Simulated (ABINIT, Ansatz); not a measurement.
**K2NaScF6 (Fm-3m): G0W0 on several meshes in ABINIT**

Wanted: mesh dependence and cost of G0W0 for K2NaScF6 (Fm-3m).

Main program and level: ABINIT 10.8.3; LDA and many-body steps on it, plane waves.

### 1. Set-up

It takes space group Fm-3m (No. 225, cubic). The conventional cell has a = 8.472 Å, b = 8.472 Å, c = 8.472 Å, α = 90.00°, β = 90.00°, γ = 90.00°. K has 12 F at 3.00 Å nearest. Nearest to Na lie 6 F at 2.25 Å. Sc has 6 F at 1.98 Å nearest. Nearest to F lie 1 Sc at 1.98 Å and 1 Na at 2.25 Å and 4 K at 3.00 Å. Farther neighbours and most contacts between anions are not listed.

As a file:

```cif
data_structure
_symmetry_space_group_name_H-M 'P 1'
_symmetry_Int_Tables_number 1
_cell_length_a 5.9904
_cell_length_b 5.9904
_cell_length_c 5.9904
_cell_angle_alpha 60.000
_cell_angle_beta 60.000
_cell_angle_gamma 60.000
_cell_volume 152.00
loop_
_atom_site_label
_atom_site_type_symbol
_atom_site_fract_x
_atom_site_fract_y
_atom_site_fract_z
_atom_site_occupancy
K1 K 0.25000 0.25000 0.25000 1
K2 K 0.75000 0.75000 0.75000 1
Na3 Na 0.50000 0.50000 0.50000 1
Sc4 Sc 0.00000 0.00000 0.00000 1
F5 F 0.76580 0.23420 0.23420 1
F6 F 0.23420 0.76580 0.23420 1
F7 F 0.23420 0.76580 0.76580 1
F8 F 0.76580 0.23420 0.76580 1
F9 F 0.23420 0.23420 0.76580 1
F10 F 0.76580 0.76580 0.23420 1
```

The cell and positions come from the Crystallography Open Database and are kept as given unless a step says otherwise.

### 2. Empty states on the mesh, 2×2×2 mesh, 541 bands

This step: ABINIT 10.8.3; DFT, LDA, plane waves, norm-conserving pseudopotentials.

The sums over transitions need many empty states on a uniform mesh; this step solves for them.

Input file run.abi:

```
acell 3*1.0 Angstrom
rprim 
  -0.000000000000 4.235850000000 4.235850000000
  4.235850000000 -0.000000000000 4.235850000000
  4.235850000000 4.235850000000 -0.000000000000
ntypat 4
znucl 19 11 21 9
natom 10
typat 1 1 2 3 4 4 4 4 4 4
xred 
  0.250000000000 0.250000000000 0.250000000000
  0.750000000000 0.750000000000 0.750000000000
  0.500000000000 0.500000000000 0.500000000000
  0.000000000000 0.000000000000 0.000000000000
  0.765800000000 0.234200000000 0.234200000000
  0.234200000000 0.765800000000 0.234200000000
  0.234200000000 0.765800000000 0.765800000000
  0.765800000000 0.234200000000 0.765800000000
  0.234200000000 0.234200000000 0.765800000000
  0.765800000000 0.765800000000 0.234200000000
pp_dirpath "pseudos"
pseudos "K.upf, Na.upf, Sc.upf, F.upf"
ecut 38
ngkpt 2 2 2
nshiftk 1
shiftk 0 0 0
kptopt 1
chksymbreak 0
iscf -2
irdden 1
istwfk *1
nband 541
nbdbuf 48
tolwfr 1e-09
nstep 60
prtvol 0
indata_prefix "in"
outdata_prefix "out"
tmpdata_prefix "tmp"
```

On the command line:

```bash
$ OMP_NUM_THREADS=1 mpirun -n 3 abinit run.abi > log
```

Numbers of over 12 decimals in the logs are rounded to 6 here.

The program printed:

```text
.Version 10.8.3 of ABINIT. v10.8.2 released Aug 2026.

 Symmetries : space group Fm -3 m (#225); Bravais cF (face-center cubic)
[... echo of the input left out ...]
== DATASET  1 ==================================================================
-   mpi_nproc: 3, omp_nthreads: 1 (-1 if OMP is not activated)

--- !DatasetInfo
iteration_state: {dtset: 1, }
dimensions: {natom: 10, nkpt: 3, mband: 541, nsppol: 1, nspinor: 1, nspden: 1, mpw: 11575, }
cutoff_energies: {ecut:  38.0, pawecutdg:  -1.0, }
[...]
4.34258    4.34259    4.36237    4.36237    4.36238    4.37515    4.39678    4.39682
   4.40724    4.40725    4.40741    4.40795    4.40798    4.40816    4.40913    4.41026
   4.41027    4.41040    4.41095    4.41717    4.48559
 prteigrs : prtvol=0 or 1, do not print more k-points.

== END DATASET(S) ==============================================================
================================================================================

 -outvars: echo values of variables after computation  --------
            nband         541
             nkpt           3
          spgroup         225
 [... the other variables as echoed above ...]

 Calculation completed.
```

The job ended after 10 min (3 MPI ranks of Arm Neoverse V1, shared host; peak memory 0.76 GiB; 30 min of CPU time).

Numbers from this step:

| Property | Result |
| --- | --- |
| gap | 6.651 eV |
| k of the valence top | 0, 0, 0 |
| k of the conduction bottom | 0, 0, 0 |
| least direct gap | 6.651 eV |
| k points computed | 3 |
| lowest point of the top converged band, above the valence top | 115.2065 eV |

On this mesh the gap is 6.651 eV.

The density comes from a self-consistent run that is not shown.

### 3. Screening, 2×2×2 mesh, 225 bands, screening to 141.5 eV

The RPA dielectric matrix is built and inverted for each q.

This step: RPA screening on LDA, plane waves, norm-conserving pseudopotentials.

Changes to run.abi since step 2:

```diff
@@ -28,10 +28,11 @@
 chksymbreak 0
-iscf -2
-irdden 1
 istwfk *1
-nband 541
-nbdbuf 48
-tolwfr 1e-09
-nstep 60
-prtvol 0
+occopt 1
+irdwfk 1
+optdriver 3
+nband 225
+ecuteps 5.2
+inclvkb 2
+awtr 1
+symchi 1
 indata_prefix "in"
```

On the command line:

```bash
$ OMP_NUM_THREADS=1 mpirun -n 4 abinit run.abi > log
```

The program printed:

```text
.Version 10.8.3 of ABINIT. v10.8.2 released Aug 2026.

 Symmetries : space group Fm -3 m (#225); Bravais cF (face-center cubic)
[... echo of the input left out ...]
== DATASET  1 ==================================================================
-   mpi_nproc: 4, omp_nthreads: 1 (-1 if OMP is not activated)

--- !DatasetInfo
iteration_state: {dtset: 1, }
dimensions: {natom: 10, nkpt: 3, mband: 225, nsppol: 1, nspinor: 1, nspden: 1, mpw: 11575, }
cutoff_energies: {ecut:  38.0, pawecutdg:  -1.0, }
electrons: {nelect:   8.00000000E+01, charge:   0.00000000E+00, occopt:   1.00000000E+00, tsmear:   1.00000000E-02, }

 SCREENING: Calculation of the susceptibility and dielectric matrices

 Based on a program developped by R.W. Godby, V. Olevano, G. Onida, and L. Reining.
 Incorporated in ABINIT by V. Olevano, G.-M. Rignanese, and M. Torrent.
.Using double precision arithmetic ; gwpc =  8

[... cell and pseudopotentials left out ...]
--------------------------------------------------------------------------------

 ==== K-mesh for the wavefunctions ====
 Number of points in the irreducible wedge :     3
[... list of points left out ...]
 Together with 48 symmetry operations and time-reversal symmetry
 yields     8 points in the full Brillouin Zone.

 ==== Q-mesh for the screening function ====
 Number of points in the irreducible wedge :     3
[... list of points left out ...]
 Together with 48 symmetry operations and time-reversal symmetry
 yields     8 points in the full Brillouin Zone.

 setmesh: FFT mesh size selected  =    45x   45x   45
          total number of points  =        91125

 vcoul_init : cutoff-mode = AUXILIARY_FUNCTION
 q-points for optical limit:   1
     1)      0.000010    0.000020    0.000030

- screening: taking advantage of time-reversal symmetry
- Maximum band index for partially occupied states nbvw = 40
- Remaining bands to be divided among processors   nbcw = 185
- Number of bands treated by each node ~46

 Number of electrons calculated from density =   80.0000; Expected =   80.0000
 average of density, n =  0.077990
 r_s =    1.4520
 omega_plasma =   26.9387 [eV]

 calculating chi0 at frequencies [eV] :
  1    0.000000E+00    0.000000E+00
  2    0.000000E+00    2.693869E+01

--------------------------------------------------------------------------------
  q-point number  1        q = ( 0.000000, 0.000000, 0.000000) [r.l.u.]
--------------------------------------------------------------------------------
[... chi0 elements left out ...]
 For q-point:  0.000010 0.000020 0.000030
  dielectric constant =   2.0606
  dielectric constant without local fields =   2.2748

  Average fulfillment of the sum rule on Im[epsilon] for q-point    1 :     50.90  [%]
[... wings left out ...]
  q-point number  2        q = ( 0.500000, 0.000000, 0.000000) [r.l.u.]
--------------------------------------------------------------------------------
[... chi0 elements left out ...]
  Average fulfillment of the sum rule on Im[epsilon] for q-point    2 :     55.02  [%]

 [... 1 further q-points ...]
```

It took 2 min on 4 MPI ranks; peak memory 2.6 GiB.

This step gave:

* ε∞ with local fields, on this mesh, along the program's q direction: 2.061
* the same without local fields: 2.275
* plasma frequency: 26.94 eV
* plane waves in the screening matrix: 561

Local fields lower ε∞ by 9 %. On a Γ-centred mesh this coarse the value itself is usually too large, while a short band sum pulls it down.

### 4. 2×2×2

The self-energy is evaluated for the states that the input lists, and the levels follow from it, in one-shot runs by the linearised quasiparticle equation.

This step: G0W0 on LDA, plane waves, norm-conserving pseudopotentials.

Changes to run.abi since step 3:

```diff
@@ -31,8 +31,15 @@
 irdwfk 1
-optdriver 3
+optdriver 4
 nband 225
+gwcalctyp 0
+ecutsigx 38
+symsigma 1
+nkptgw 1
+kptgw 
+  0.0000000000 0.0000000000 0.0000000000
+bdgw 
+  38 44
 ecuteps 5.2
-inclvkb 2
-awtr 1
-symchi 1
+irdscr 1
+ppmodel 1
 indata_prefix "in"
```

The program printed:

```text
.Version 10.8.3 of ABINIT. v10.8.2 released Aug 2026.

 Symmetries : space group Fm -3 m (#225); Bravais cF (face-center cubic)
[... echo of the input left out ...]
== DATASET  1 ==================================================================
-   mpi_nproc: 4, omp_nthreads: 1 (-1 if OMP is not activated)

--- !DatasetInfo
iteration_state: {dtset: 1, }
dimensions: {natom: 10, nkpt: 3, mband: 225, nsppol: 1, nspinor: 1, nspden: 1, mpw: 11575, }
cutoff_energies: {ecut:  38.0, pawecutdg:  -1.0, }
electrons: {nelect:   8.00000000E+01, charge:   0.00000000E+00, occopt:   1.00000000E+00, tsmear:   1.00000000E-02, }

 SIGMA: Calculation of the GW corrections

 Based on a program developped by R.W. Godby, V. Olevano, G. Onida, and L. Reining.
 Incorporated in ABINIT by V. Olevano, G.-M. Rignanese, and M. Torrent.
.Using double precision arithmetic ; gwpc =  8

[... cell and pseudopotentials left out ...]
--------------------------------------------------------------------------------

 ==== K-mesh for the wavefunctions ====
 Number of points in the irreducible wedge :     3
[... list of points left out ...]
 Together with 48 symmetry operations and time-reversal symmetry
 yields     8 points in the full Brillouin Zone.

 ==== Q-mesh for screening function ====
 Number of points in the irreducible wedge :     3
[... list of points left out ...]
 Together with 48 symmetry operations and time-reversal symmetry
 yields     8 points in the full Brillouin Zone.

 vcoul_init : cutoff-mode = AUXILIARY_FUNCTION
 q-points for optical limit:   1
     1)      0.000010    0.000020    0.000030
 setmesh: FFT mesh size selected  =    64x   64x   64
          total number of points  =       262144

 Number of electrons calculated from density =   80.0000; Expected =   80.0000
 average of density, n =  0.077990
 r_s =    1.4520
 omega_plasma =   26.9387 [eV]

 === KS Band Gaps ===
  >>>> For spin  1
   Minimum direct gap =   6.6506 [eV], located at k-point      :   0.0000  0.0000  0.0000
   Fundamental gap    =   6.6506 [eV], Top of valence bands at :   0.0000  0.0000  0.0000
                                       Bottom of conduction at :   0.0000  0.0000  0.0000
 SIGMA fundamental parameters:
 PLASMON POLE MODEL  1
 number of plane-waves for SigmaX                11575
 number of plane-waves for SigmaC and W            561
 number of plane-waves for wavefunctions         11575
 number of bands                                   225
 number of independent spin polarizations            1
 number of spinorial components                      1
 number of k-points in IBZ                           3
 number of q-points in IBZ                           3
 number of symmetry operations                      48
 number of k-points in BZ                            8
 number of q-points in BZ                            8
 number of frequencies for dSigma/dE                 9
 frequency step for dSigma/dE [eV]                0.25
 number of omega for Sigma on real axis              0
 max omega for Sigma on real axis  [eV]           0.00
 zcut for avoiding poles [eV]                     0.10

 EPSILON^-1 parameters (SCR file):
 dimension of the eps^-1 matrix on file            561
 dimension of the eps^-1 matrix used               561
 number of plane-waves for wavefunctions         11575
 number of bands                                   225
 number of q-points in IBZ                           3
 number of frequencies                               2
 number of real frequencies                          1
 number of imag frequencies                          1

 matrix elements of self-energy operator (all in [eV])

 Perturbative Calculation

--- !SelfEnergy_ee
iteration_state: {dtset: 1, }
kpoint     : [   0.000,    0.000,    0.000, ]
spin       : 1
KS_gap     :    6.651
QP_gap     :   10.407
Delta_QP_KS:    3.756
data: !SigmaeeData |
     Band     E0 <VxcDFT>   SigX SigC(E0)      Z dSigC/dE  Sig(E)    E-E0       E
       38  -0.630 -22.370 -29.691   5.105   0.809  -0.236 -24.163  -1.793  -2.424
       39  -0.630 -22.370 -29.691   5.105   0.809  -0.236 -24.163  -1.793  -2.424
       40  -0.630 -22.370 -29.691   5.105   0.809  -0.236 -24.163  -1.793  -2.424
       41   6.020  -9.648  -4.723  -2.735   0.896  -0.116  -7.685   1.963   7.983
       42   6.774 -18.434 -10.215  -3.841   0.834  -0.199 -14.782   3.652  10.426
       43   6.774 -18.434 -10.215  -3.841   0.834  -0.199 -14.782   3.652  10.426
       44   6.774 -18.434 -10.215  -3.841   0.834  -0.199 -14.782   3.652  10.426

== END DATASET(S) ==============================================================
================================================================================

 -outvars: echo values of variables after computation  --------
           etotal      0.0000000000E+00
            nband         225
             nkpt           3
          spgroup         225
 [... the other variables as echoed above ...]

 Calculation completed.
```

Wall time 24 s (4 MPI ranks); peak memory 1.9 GiB; 96 s of CPU time.

Numbers from this step:

```yaml
g0w0_gap_on_the_points_computed: 10.41 eV
starting_gap_on_the_mesh: 6.651 eV
k_of_the_valence_top: 0, 0, 0
k_of_the_conduction_bottom: 0, 0, 0
z_at_the_valence_top: 0.809
z_at_the_conduction_bottom: 0.896
least_direct_g0w0_gap_on_the_computed_points: 10.41 eV
```

The gap on the mesh goes from 6.65 eV to 10.41 eV, a correction of +3.76 eV.

### 5. Empty states on the mesh, 4×4×4 mesh, 247 bands

This step: DFT, LDA, plane waves, norm-conserving pseudopotentials.

Changes to run.abi since step 4:

```diff
@@ -23,3 +23,3 @@
 ecut 38
-ngkpt 2 2 2
+ngkpt 4 4 4
 nshiftk 1
@@ -28,18 +28,10 @@
 chksymbreak 0
+iscf -2
+irdden 1
 istwfk *1
-occopt 1
-irdwfk 1
-optdriver 4
-nband 225
-gwcalctyp 0
-ecutsigx 38
-symsigma 1
-nkptgw 1
-kptgw 
-  0.0000000000 0.0000000000 0.0000000000
-bdgw 
-  38 44
-ecuteps 5.2
-irdscr 1
-ppmodel 1
+nband 247
+nbdbuf 22
+tolwfr 1e-09
+nstep 60
+prtvol 0
 indata_prefix "in"
```

The program printed:

```text
.Version 10.8.3 of ABINIT. v10.8.2 released Aug 2026.

 Symmetries : space group Fm -3 m (#225); Bravais cF (face-center cubic)
[... echo of the input left out ...]
== DATASET  1 ==================================================================
-   mpi_nproc: 4, omp_nthreads: 1 (-1 if OMP is not activated)

--- !DatasetInfo
iteration_state: {dtset: 1, }
dimensions: {natom: 10, nkpt: 8, mband: 247, nsppol: 1, nspinor: 1, nspden: 1, mpw: 11575, }
cutoff_energies: {ecut:  38.0, pawecutdg:  -1.0, }
[...]
2.33359    2.36467    2.36467    2.36467    2.37683    2.37683    2.37683    2.38954
   2.39000    2.39000    2.39204    2.44469    2.44471    2.44476    2.47771    2.47816
   2.48114    2.48318    2.48435    2.48621    2.48888    2.48962    2.49486
 prteigrs : prtvol=0 or 1, do not print more k-points.

== END DATASET(S) ==============================================================
================================================================================

 -outvars: echo values of variables after computation  --------
            nband         247
             nkpt           8
          spgroup         225
 [... the other variables as echoed above ...]

 Calculation completed.
```

The job ended after 4.9 min (4 MPI ranks; peak memory 0.74 GiB; 20 min of CPU time).

Numbers from this step:

```yaml
gap: 6.651 eV
k_of_the_valence_top: 0, 0, 0
k_of_the_conduction_bottom: 0, 0, 0
least_direct_gap: 6.651 eV
k_points_computed: 8
lowest_point_of_the_top_converged_band_above_the_valence_top: 62.1699 eV
```

On this mesh the gap is 6.651 eV.

### 6. Screening, 4×4×4 mesh, 225 bands, screening to 141.5 eV

This step: RPA screening on LDA, plane waves, norm-conserving pseudopotentials.

Changes to run.abi since step 5:

```diff
@@ -28,10 +28,11 @@
 chksymbreak 0
-iscf -2
-irdden 1
 istwfk *1
-nband 247
-nbdbuf 22
-tolwfr 1e-09
-nstep 60
-prtvol 0
+occopt 1
+irdwfk 1
+optdriver 3
+nband 225
+ecuteps 5.2
+inclvkb 2
+awtr 1
+symchi 1
 indata_prefix "in"
```

The program printed:

```text
.Version 10.8.3 of ABINIT. v10.8.2 released Aug 2026.

 Symmetries : space group Fm -3 m (#225); Bravais cF (face-center cubic)
[... echo of the input left out ...]
== DATASET  1 ==================================================================
-   mpi_nproc: 4, omp_nthreads: 1 (-1 if OMP is not activated)

--- !DatasetInfo
iteration_state: {dtset: 1, }
dimensions: {natom: 10, nkpt: 8, mband: 225, nsppol: 1, nspinor: 1, nspden: 1, mpw: 11575, }
cutoff_energies: {ecut:  38.0, pawecutdg:  -1.0, }
electrons: {nelect:   8.00000000E+01, charge:   0.00000000E+00, occopt:   1.00000000E+00, tsmear:   1.00000000E-02, }

 SCREENING: Calculation of the susceptibility and dielectric matrices

 Based on a program developped by R.W. Godby, V. Olevano, G. Onida, and L. Reining.
 Incorporated in ABINIT by V. Olevano, G.-M. Rignanese, and M. Torrent.
.Using double precision arithmetic ; gwpc =  8

[... cell and pseudopotentials left out ...]
--------------------------------------------------------------------------------

 ==== K-mesh for the wavefunctions ====
 Number of points in the irreducible wedge :     8
[... list of points left out ...]
 Together with 48 symmetry operations and time-reversal symmetry
 yields    64 points in the full Brillouin Zone.

 ==== Q-mesh for the screening function ====
 Number of points in the irreducible wedge :     8
[... list of points left out ...]
 Together with 48 symmetry operations and time-reversal symmetry
 yields    64 points in the full Brillouin Zone.

 setmesh: FFT mesh size selected  =    45x   45x   45
          total number of points  =        91125

 vcoul_init : cutoff-mode = AUXILIARY_FUNCTION
 q-points for optical limit:   1
     1)      0.000010    0.000020    0.000030

- screening: taking advantage of time-reversal symmetry
- Maximum band index for partially occupied states nbvw = 40
- Remaining bands to be divided among processors   nbcw = 185
- Number of bands treated by each node ~46

 Number of electrons calculated from density =   80.0000; Expected =   80.0000
 average of density, n =  0.077990
 r_s =    1.4520
 omega_plasma =   26.9387 [eV]

 calculating chi0 at frequencies [eV] :
  1    0.000000E+00    0.000000E+00
  2    0.000000E+00    2.693869E+01

--------------------------------------------------------------------------------
  q-point number  1        q = ( 0.000000, 0.000000, 0.000000) [r.l.u.]
--------------------------------------------------------------------------------
[... chi0 elements left out ...]
 For q-point:  0.000010 0.000020 0.000030
  dielectric constant =   2.0500
  dielectric constant without local fields =   2.2640

  Average fulfillment of the sum rule on Im[epsilon] for q-point    1 :     50.95  [%]
[... wings left out ...]
  q-point number  2        q = ( 0.250000, 0.000000, 0.000000) [r.l.u.]
--------------------------------------------------------------------------------
[... chi0 elements left out ...]
  Average fulfillment of the sum rule on Im[epsilon] for q-point    2 :     58.53  [%]

 [... 6 further q-points ...]
```

Run time: 17 min. Hardware: 4 MPI ranks; peak memory 5.4 GiB.

Numbers from this step:

| Quantity | Value |
| --- | --- |
| ε∞ with local fields, on this mesh, along the program's q direction | 2.05 |
| the same without local fields | 2.264 |
| plasma frequency | 26.94 eV |
| plane waves in the screening matrix | 561 |

(Part 1 of 2 ends here.)

[Paths, hosts, dates, memory and timing lines, banners, echoed tables and standing remarks are left out of the program output.]

[Logs are printed without paths, hosts, clocks, repeated set-up lines and the standing remarks that a program may print on its own settings, such as how far it seeks lower states.]

[Runs of the session that timed out or met a known fault of the program may be left out.]

[Hosts, paths, dates, database ids (printed as entryN), source tags and the programs' standing remarks are cut or masked in the printed files.]

[G0W0 gaps are taken among the corrected bands and points alone; a level outside them can change the order at an edge.]

[Where Ansatz stands beside ABINIT at settings called matched, ABINIT's density can come from a denser mesh and the files from another edition; pairs whose starting gaps differed by over 0.03 eV were left out, so agreement reads better than it is.]
